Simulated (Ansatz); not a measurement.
# F on Mo(110): change of the work function, part 2 of 4

Wanted: Δφ(θ) for F/Mo(110), starting from the hollow site.

Ansatz 0.2.0; plane-wave DFT, PBE, Ansatz PAW.

So far, work function, upper face (eV): step 2 (the clean slab) 4.60.

## Step 3: The covered slab, k-mesh 4×4×1, coverage 0.111 ML

System of this step: Mo36F (F/Mo(110)). The cell holds 37 atoms: 36 Mo and 1 F. Cell: a = 8.184 Å, b = 8.184 Å, c = 26.182 Å, α = 90.0°, β = 90.0°, γ = 70.5°. Vacuum lies along c.

The clean slab as it ended is repeated in the plane and the adsorbate is set on one face; the cell's size fixes the coverage, and the k-mesh shrinks with it to keep the sampling density about even. Adsorbate and upper layers relax, since the dipole depends on the height.

The input, input.yaml:

```yaml
crystal:
  lattice:
    - [6.6821590821, -4.725, 0.0]
    - [6.6821590821, 4.725, 0.0]
    - [0.0, 0.0, 26.1817312062]
  atoms:
    - { symbol: Mo, position: [0.0, 0.0, 0.3437511419] }
    - { symbol: Mo, position: [0.1666666667, 0.1666666667, 0.4288252092] }
    - { symbol: Mo, position: [0.0, 0.0, 0.5147484713] }
    - { symbol: Mo, position: [0.1666666667, 0.1666666667, 0.596719817] }
    - { symbol: Mo, position: [0.0, 0.3333333333, 0.3437511419] }
    - { symbol: Mo, position: [0.1666666667, 0.5, 0.4288252092] }
    - { symbol: Mo, position: [0.0, 0.3333333333, 0.5147484713] }
    - { symbol: Mo, position: [0.1666666667, 0.5, 0.596719817] }
    - { symbol: Mo, position: [0.0, 0.6666666667, 0.3437511419] }
    - { symbol: Mo, position: [0.1666666667, 0.8333333333, 0.4288252092] }
    - { symbol: Mo, position: [0.0, 0.6666666667, 0.5147484713] }
    - { symbol: Mo, position: [0.1666666667, 0.8333333333, 0.596719817] }
    - { symbol: Mo, position: [0.3333333333, 0.0, 0.3437511419] }
    - { symbol: Mo, position: [0.5, 0.1666666667, 0.4288252092] }
    - { symbol: Mo, position: [0.3333333333, 0.0, 0.5147484713] }
    - { symbol: Mo, position: [0.5, 0.1666666667, 0.596719817] }
    - { symbol: Mo, position: [0.3333333333, 0.3333333333, 0.3437511419] }
    - { symbol: Mo, position: [0.5, 0.5, 0.4288252092] }
    - { symbol: Mo, position: [0.3333333333, 0.3333333333, 0.5147484713] }
    - { symbol: Mo, position: [0.5, 0.5, 0.596719817] }
    - { symbol: Mo, position: [0.3333333333, 0.6666666667, 0.3437511419] }
    - { symbol: Mo, position: [0.5, 0.8333333333, 0.4288252092] }
    - { symbol: Mo, position: [0.3333333333, 0.6666666667, 0.5147484713] }
    - { symbol: Mo, position: [0.5, 0.8333333333, 0.596719817] }
    - { symbol: Mo, position: [0.6666666667, 0.0, 0.3437511419] }
    - { symbol: Mo, position: [0.8333333333, 0.1666666667, 0.4288252092] }
    - { symbol: Mo, position: [0.6666666667, 0.0, 0.5147484713] }
    - { symbol: Mo, position: [0.8333333333, 0.1666666667, 0.596719817] }
    - { symbol: Mo, position: [0.6666666667, 0.3333333333, 0.3437511419] }
    - { symbol: Mo, position: [0.8333333333, 0.5, 0.4288252092] }
    - { symbol: Mo, position: [0.6666666667, 0.3333333333, 0.5147484713] }
    - { symbol: Mo, position: [0.8333333333, 0.5, 0.596719817] }
    - { symbol: Mo, position: [0.6666666667, 0.6666666667, 0.3437511419] }
    - { symbol: Mo, position: [0.8333333333, 0.8333333333, 0.4288252092] }
    - { symbol: Mo, position: [0.6666666667, 0.6666666667, 0.5147484713] }
    - { symbol: Mo, position: [0.8333333333, 0.8333333333, 0.596719817] }
    - { symbol: F, position: [0.28, 0.28, 0.6562488581] }
kpoints:
  mp_grid: { grid: [4, 4, 1] }
hamiltonian:
  xc: pbe
scf:
  occupations: { method: fermi_dirac, width: 0.1 }
  convergence: { dr2_threshold: 1.0e-08 }
efield:
  axis: 3
  dipole_correction: true
  ramp_position: 0.97
  ramp_width: 0.06
relax:
  f_tol: 0.02
  max_steps: 60
  constraints:
    - { sites: [0, 1, 4, 5, 8, 9, 12, 13, 16, 17, 20, 21, 24, 25, 28, 29, 32, 33] }
output:
  write_potential: true
  write_density: true
  volumetric_format: npy
```

Launch:

```
> ansatz run input.yaml --threads 4 --pin off --max-ram 16384MiB --backend cpu --events-out ev --progress --plain --runs-dir out
```

Standard output:

```text
[...]
Crystal: 37 atoms, lattice volume = 1653.282 Å³
Basis set: ecut = 420 eV, 32323 PW (Γ), exchange–correlation on 120×120×360 points (8 copies of the dense FFT grid, shifted against one another)
Bands: 307, of which v1, the nominal top of the filled ones, is band 256 counted from 1 (255 counted from 0)
Symmetry: 2 space group operations
[...]
k-points: 7 of 16 (time reversal used)
[...]
SCF iter   1: F=—  HF=-179204.401187 eV  |F-HF|=—  |Δ(HF+E_count)|=         —  Δρ=4.23e-3  dr2=2.24e0  ethr=1.77e-3  p=0.030 e·Å  D=3.26e-3 V/Å  ΔV_dip=-0.09 eV  dr2_dipole=3.62e-1  V_vac-E_F(+/−)=4.74/4.83 eV  ⟨swp⟩=10.3  Hψ=11035  notcnv=0
[...]
SCF iter  10: F=-179204.343461 eV  HF=-179204.343461 eV  |F-HF|=2.12e-8  |Δ(HF+E_count)|=   5.63e-8  Δρ=3.54e-7  dr2=4.08e-9  ethr=1.96e-12  p=0.013 e·Å  D=1.47e-3 V/Å  ΔV_dip=-0.04 eV  dr2_dipole=1.48e-10  V_vac-E_F(+/−)=4.65/4.68 eV  ⟨swp⟩=10.3  Hψ=15081  notcnv=0
SCF 1 converged in 10 iterations: F = -179204.343461 eV  dr2 = 4.08e-9
[...]
relax step   1: F+E_penalty+E_count = -179204.34346105 eV  Δ(F+E_penalty+E_count) = +0.000e0 eV  max|allowed force component| = 4.558e-1 eV/Å  Δτ_max = 0.0000 Å  (10 SCF iters, accepted)
[...]
SCF iter   9: F=-179204.347040 eV  HF=-179204.347040 eV  |F-HF|=3.25e-8  |Δ(HF+E_count)|=   1.09e-7  Δρ=5.92e-7  dr2=9.36e-9  ethr=1.96e-12  p=0.006 e·Å  D=6.94e-4 V/Å  ΔV_dip=-0.02 eV  dr2_dipole=1.02e-10  V_vac-E_F(+/−)=4.66/4.68 eV  ⟨swp⟩=8.9  Hψ=17139  notcnv=0
SCF 2 converged in 9 iterations: F = -179204.347040 eV  dr2 = 9.36e-9
relax step   2: F+E_penalty+E_count = -179204.34704007 eV  Δ(F+E_penalty+E_count) = -3.579e-3 eV  max|allowed force component| = 4.644e-1 eV/Å  Δτ_max = 0.1227 Å  (9 SCF iters, accepted)
SCF iter   1: F=—  HF=-179204.414619 eV  |F-HF|=—  |Δ(HF+E_count)|=         —  Δρ=2.57e-3  dr2=1.39e-1  ethr=2.81e-4  p=0.006 e·Å  D=6.94e-4 V/Å  ΔV_dip=-0.02 eV  dr2_dipole=1.84e-2  V_vac-E_F(+/−)=4.66/4.68 eV  ⟨swp⟩=3.4  Hψ=3857  notcnv=0
[...]
SCF iter   9: F=-179204.399667 eV  HF=-179204.399667 eV  |F-HF|=2.31e-8  |Δ(HF+E_count)|=   2.65e-8  Δρ=3.41e-7  dr2=2.71e-9  ethr=1.96e-12  p=0.011 e·Å  D=1.26e-3 V/Å  ΔV_dip=-0.03 eV  dr2_dipole=7.72e-12  V_vac-E_F(+/−)=4.65/4.68 eV  ⟨swp⟩=11.1  Hψ=15527  notcnv=0
SCF 3 converged in 9 iterations: F = -179204.399667 eV  dr2 = 2.71e-9
relax step   3: F+E_penalty+E_count = -179204.39966685 eV  Δ(F+E_penalty+E_count) = -5.263e-2 eV  max|allowed force component| = 5.696e-2 eV/Å  Δτ_max = 0.0677 Å  (9 SCF iters, accepted)
[...]
relax step   4: F+E_penalty+E_count = -179204.40143888 eV  Δ(F+E_penalty+E_count) = -1.772e-3 eV  max|allowed force component| = 4.487e-2 eV/Å  Δτ_max = 0.0160 Å  (7 SCF iters, accepted)
SCF iter   1: F=—  HF=-179204.400523 eV  |F-HF|=—  |Δ(HF+E_count)|=         —  Δρ=1.98e-4  dr2=1.05e-3  ethr=1.23e-6  p=0.014 e·Å  D=1.54e-3 V/Å  ΔV_dip=-0.04 eV  dr2_dipole=1.64e-4  V_vac-E_F(+/−)=4.64/4.68 eV  ⟨swp⟩=3.1  Hψ=3444  notcnv=0
[...]
SCF iter   7: F=-179204.401918 eV  HF=-179204.401918 eV  |F-HF|=8.85e-9  |Δ(HF+E_count)|=   2.22e-8  Δρ=1.95e-7  dr2=1.03e-9  ethr=1.96e-12  p=0.012 e·Å  D=1.36e-3 V/Å  ΔV_dip=-0.04 eV  dr2_dipole=2.24e-11  V_vac-E_F(+/−)=4.65/4.68 eV  ⟨swp⟩=10.4  Hψ=15131  notcnv=0
SCF 5 converged in 7 iterations: F = -179204.401918 eV  dr2 = 1.03e-9
relax step   5: F+E_penalty+E_count = -179204.40191808 eV  Δ(F+E_penalty+E_count) = -4.792e-4 eV  max|allowed force component| = 1.386e-2 eV/Å  Δτ_max = 0.0106 Å  (7 SCF iters, accepted)
NSCF: frozen V_eff on 7 k-points
[...]
SCF converged after 7 iterations
Free energy (F): -179204.401918 eV
[...]
Internal energy: -179203.360527 eV  (E = F + TS)
E sigma→0 (E₀):  -179203.881223 eV
Entropy (-TS):   -1.041391 eV (-28.146 meV/atom)
Fermi energy:    4.256267 eV
Dipole field:    D = 0.001363 V/Å  (p = 0.012454 e·Å, saw-weighted, corrected)
Work function:   Φ+ = 4.6475 eV   Φ− = 4.6832 eV
[...]
--- Forces (eV/Å), atoms counted from 1 ---
  atom   1  Mo     0.02015472     0.00000000     0.52329416
  atom   2  Mo     0.06337884     0.00000000    -0.42623825
  atom   3  Mo     0.00490283     0.00000000    -0.00139988
  atom   4  Mo    -0.01385660     0.00000000     0.00229480
  atom   5  Mo    -0.00038464    -0.01513167     0.49243186
  atom   6  Mo    -0.00404427    -0.01063494    -0.43994535
  atom   7  Mo    -0.00337604     0.00295815     0.00326275
  atom   8  Mo     0.01210656     0.00588581    -0.01067223
  atom   9  Mo    -0.00001405    -0.00607300     0.49523214
  atom  10  Mo     0.02176273     0.02326878    -0.52505180
  atom  11  Mo     0.00503079     0.00071588     0.00585971
  atom  12  Mo    -0.00369961    -0.00202468     0.00360867
  atom  13  Mo    -0.00038464     0.01513167     0.49243186
  atom  14  Mo    -0.00404427     0.01063494    -0.43994535
  atom  15  Mo    -0.00337604    -0.00295815     0.00326275
  atom  16  Mo     0.01210656    -0.00588581    -0.01067223
  atom  17  Mo    -0.02002370     0.00000000     0.47411325
  atom  18  Mo    -0.01406435     0.00000000    -0.47596793
  atom  19  Mo     0.00108648     0.00000000     0.00470419
  atom  20  Mo    -0.00862693     0.00000000     0.00794958
  atom  21  Mo    -0.01322137    -0.01520432     0.49123120
  atom  22  Mo    -0.00392123    -0.02755336    -0.54852368
  atom  23  Mo     0.00144379     0.00045418    -0.00849378
  atom  24  Mo    -0.00535172    -0.00122630    -0.00868777
  atom  25  Mo    -0.00001405     0.00607300     0.49523214
  atom  26  Mo     0.02176273    -0.02326878    -0.52505180
  atom  27  Mo     0.00503079    -0.00071588     0.00585971
  atom  28  Mo    -0.00369961     0.00202468     0.00360867
  atom  29  Mo    -0.01322137     0.01520432     0.49123120
  atom  30  Mo    -0.00392123     0.02755336    -0.54852368
  atom  31  Mo     0.00144379    -0.00045418    -0.00849378
  atom  32  Mo    -0.00535172     0.00122630    -0.00868777
  atom  33  Mo     0.03233852     0.00000000     0.51365733
  atom  34  Mo    -0.08206026     0.00000000    -0.54191317
  atom  35  Mo    -0.00012998     0.00000000     0.00885049
  atom  36  Mo     0.00439042     0.00000000    -0.00164680
  atom  37  F     -0.00014241     0.00000000     0.01179504
  max |Σ_I F_I| component: 9.40e-6 eV/Å
--- Band table (eV; the first three rows and the last of 7) ---
  k-point 0: bands = [... 252 lower, 4.0898, 4.2868, 4.3879, 4.4833, 4.5842, 4.5877, 4.6034, 4.7972, ... 47 higher]
  k-point 1: bands = [... 252 lower, 4.1670, 4.2357, 4.3955, 4.4731, 4.5303, 4.5902, 4.6371, 4.6804, ... 47 higher]
  k-point 2: bands = [... 252 lower, 4.1860, 4.2207, 4.2491, 4.2669, 4.3573, 4.3941, 4.4505, 4.5372, ... 47 higher]
  k-point 6: bands = [... 252 lower, 3.7884, 3.7900, 3.8143, 3.8297, 3.9537, 4.0175, 4.0557, 4.0726, ... 47 higher]
--- Relaxed structure (5 steps of the walk, 5 accepted, 0 SCFs on fresh bases) ---
  F+E_penalty+E_count = -179204.40191808 eV   max|allowed force component| = 1.386e-2 eV/Å
  atoms:
    - { symbol: Mo, position: [0.0, 0.0, 0.343751] }
    - { symbol: Mo, position: [0.1666666667, 0.1666666667, 0.4288252092] }
    - { symbol: Mo, position: [3.539954e-5, 3.539954e-5, 0.514253] }
    - { symbol: Mo, position: [0.162715, 0.162715, 0.597557] }
    - { symbol: Mo, position: [2.775558e-17, 0.333333, 0.343751] }
    - { symbol: Mo, position: [0.166667, 0.5, 0.4288252092] }
    - { symbol: Mo, position: [0.00099691, 0.333462, 0.515233] }
    - { symbol: Mo, position: [0.169303, 0.502382, 0.598059] }
    - { symbol: Mo, position: [0.0, 0.6666666667, 0.343751] }
    - { symbol: Mo, position: [0.166667, 0.8333333333, 0.4288252092] }
    - { symbol: Mo, position: [-3.944927e-6, 0.667705, 0.514653] }
    - { symbol: Mo, position: [0.167842, 0.832980, 0.596561] }
    - { symbol: Mo, position: [0.333333, 2.775558e-17, 0.343751] }
    - { symbol: Mo, position: [0.5, 0.166667, 0.4288252092] }
    - { symbol: Mo, position: [0.333462, 0.00099691, 0.515233] }
    - { symbol: Mo, position: [0.502382, 0.169303, 0.598059] }
    - { symbol: Mo, position: [0.333333, 0.333333, 0.343751] }
    - { symbol: Mo, position: [0.5, 0.5, 0.4288252092] }
    - { symbol: Mo, position: [0.333520, 0.333520, 0.515207] }
    - { symbol: Mo, position: [0.503902, 0.503902, 0.596145] }
    - { symbol: Mo, position: [0.3333333333, 0.666667, 0.343751] }
    - { symbol: Mo, position: [0.500000, 0.833333, 0.4288252092] }
    - { symbol: Mo, position: [0.332700, 0.666946, 0.514540] }
    - { symbol: Mo, position: [0.502027, 0.832338, 0.596342] }
    - { symbol: Mo, position: [0.6666666667, 0.0, 0.343751] }
    - { symbol: Mo, position: [0.8333333333, 0.166667, 0.4288252092] }
    - { symbol: Mo, position: [0.667705, -3.944927e-6, 0.514653] }
    - { symbol: Mo, position: [0.832980, 0.167842, 0.596561] }
    - { symbol: Mo, position: [0.666667, 0.3333333333, 0.343751] }
    - { symbol: Mo, position: [0.833333, 0.500000, 0.4288252092] }
    - { symbol: Mo, position: [0.666946, 0.332700, 0.514540] }
    - { symbol: Mo, position: [0.832338, 0.502027, 0.596342] }
    - { symbol: Mo, position: [0.6666666667, 0.6666666667, 0.343751] }
    - { symbol: Mo, position: [0.8333333333, 0.8333333333, 0.4288252092] }
    - { symbol: Mo, position: [0.666932, 0.666932, 0.514626] }
    - { symbol: Mo, position: [0.834359, 0.834359, 0.596597] }
    - { symbol: F, position: [0.274598, 0.274598, 0.656093] }
```

It took 13 min on 4 threads of Arm Neoverse V1, shared host; peak memory 9.2 GiB; 51 min of CPU time.

This run has no spin polarisation although its electron count is odd.

Step by step:

| step | energy less that of the first step (eV) | largest force component (eV/Å) |
| --- | --- | --- |
| 1 | 0.0000 | 0.4558 |
| 2 | -0.0036 | 0.4644 |
| 3 | -0.0562 | 0.0570 |
| 4 | -0.0580 | 0.0449 |
| 5 | -0.0585 | 0.0139 |

Forces are held to the 2 operations that the program found; a distortion that breaks them can't arise in this run.

The atoms that moved most (Å):

| atom | dx | dy | dz | length |
| --- | --- | --- | --- | --- |
| F37 | -0.072 | 0.000 | -0.004 | 0.072 |
| Mo4 | -0.053 | 0.000 | 0.022 | 0.057 |
| Mo20 | 0.052 | 0.000 | -0.015 | 0.054 |
| Mo16 | 0.034 | 0.001 | 0.035 | 0.049 |
| Mo8 | 0.034 | -0.001 | 0.035 | 0.049 |
| Mo32 | 0.007 | 0.014 | -0.010 | 0.019 |
| Mo24 | 0.007 | -0.014 | -0.010 | 0.019 |
| Mo15 | 0.008 | 0.004 | 0.013 | 0.015 |

The relaxed structure:

```xyz
37
Lattice="6.6822 -4.7250 0.0000 6.6822 4.7250 0.0000 0.0000 0.0000 26.1817" Properties=species:S:1:pos:R:3
Mo    0.0000    0.0000    9.0000
Mo    2.2274    0.0000   11.2274
Mo    0.0005    0.0000   13.4640
Mo    2.1746    0.0000   15.6451
Mo    2.2274    1.5750    9.0000
Mo    4.4548    1.5750   11.2274
Mo    2.2349    1.5709   13.4897
Mo    4.4883    1.5738   15.6582
Mo    4.4548    3.1500    9.0000
Mo    6.6822    3.1500   11.2274
Mo    4.4617    3.1549   13.4745
Mo    6.6877    3.1428   15.6190
Mo    2.2274   -1.5750    9.0000
Mo    4.4548   -1.5750   11.2274
Mo    2.2349   -1.5709   13.4897
Mo    4.4883   -1.5738   15.6582
Mo    4.4548    0.0000    9.0000
Mo    6.6822    0.0000   11.2274
Mo    4.4573    0.0000   13.4890
Mo    6.7343    0.0000   15.6081
Mo    6.6822    1.5750    9.0000
Mo    8.9095    1.5750   11.2274
Mo    6.6798    1.5793   13.4716
Mo    8.9164    1.5607   15.6133
Mo    4.4548   -3.1500    9.0000
Mo    6.6822   -3.1500   11.2274
Mo    4.4617   -3.1549   13.4745
Mo    6.6877   -3.1428   15.6190
Mo    6.6822   -1.5750    9.0000
Mo    8.9095   -1.5750   11.2274
Mo    6.6798   -1.5793   13.4716
Mo    8.9164   -1.5607   15.6133
Mo    8.9095    0.0000    9.0000
Mo   11.1369    0.0000   11.2274
Mo    8.9131    0.0000   13.4738
Mo   11.1506    0.0000   15.6199
F     3.6698    0.0000   17.1776
```

Numbers from this step:

```yaml
energy_at_zero_smearing: -179203.8812 eV
work_function_upper_face: 4.648 eV
work_function_lower_face: 4.683 eV
dipole_along_the_normal: 0.01245 e·Å
step_between_the_vacuum_levels: -0.03569 eV
```

Running mean over 2.227 Å of the planar mean; the ramp of the sawtooth is left out. Electron's electrostatic potential energy less the Fermi level against z:

| z (Å) | electron's electrostatic potential energy less the Fermi level (eV) |
| --- | --- |
| 3.5 | 4.68 |
| 4.0 | 4.68 |
| 4.5 | 4.68 |
| 5.0 | 4.67 |
| 5.5 | 4.64 |
| 6.0 | 4.54 |
| 6.5 | 4.22 |
| 7.0 | 3.19 |
| 7.5 | -0.146 |
| 8.0 | -6.00 |
| 8.5 | -10.8 |
| 9.0 | -12.4 |
| 9.5 | -12.6 |
| 10.0 | -12.7 |
| 10.5 | -12.8 |
| 11.0 | -12.9 |
| 11.5 | -12.9 |
| 12.0 | -12.7 |
| 12.5 | -12.7 |
| 13.0 | -12.8 |
| 13.5 | -13.0 |
| 14.0 | -13.4 |
| 14.5 | -13.7 |
| 15.0 | -13.4 |
| 15.5 | -12.8 |
| 16.0 | -11.8 |
| 16.5 | -7.97 |
| 17.0 | -2.01 |
| 17.5 | 2.14 |
| 18.0 | 3.68 |
| 18.5 | 4.33 |
| 19.0 | 4.58 |
| 19.5 | 4.63 |
| 20.0 | 4.64 |
| 20.5 | 4.65 |
| 21.0 | 4.65 |
| 21.5 | 4.65 |
| 22.0 | 4.65 |
| 22.5 | 4.65 |
| 23.0 | 4.65 |

The relaxation took 5 steps and lowered the energy by 0.058 eV; the largest force on the free atoms ends at 0.014 eV/Å.

The covered face has 4.65 eV, +0.05 eV against the clean one; the bare back face has moved by -0.01 eV, a measure of how thin the slab is.

[end of part 2 of 4]

[Long decimals in the printed logs are rounded to 6 places.]

[Logs are printed without paths, hosts, clocks, repeated set-up lines and the standing remarks that a program may print on its own settings, such as how far it seeks lower states.]

[Hosts, paths, dates, database ids (printed as entryN), source tags and the programs' standing remarks are cut or masked in the printed files.]

[Maps of the electrostatic potential energy from Ansatz leave out the sawtooth potential of an applied field or a dipole correction, so their vacuum need not be flat; planar profiles and work functions include it.]
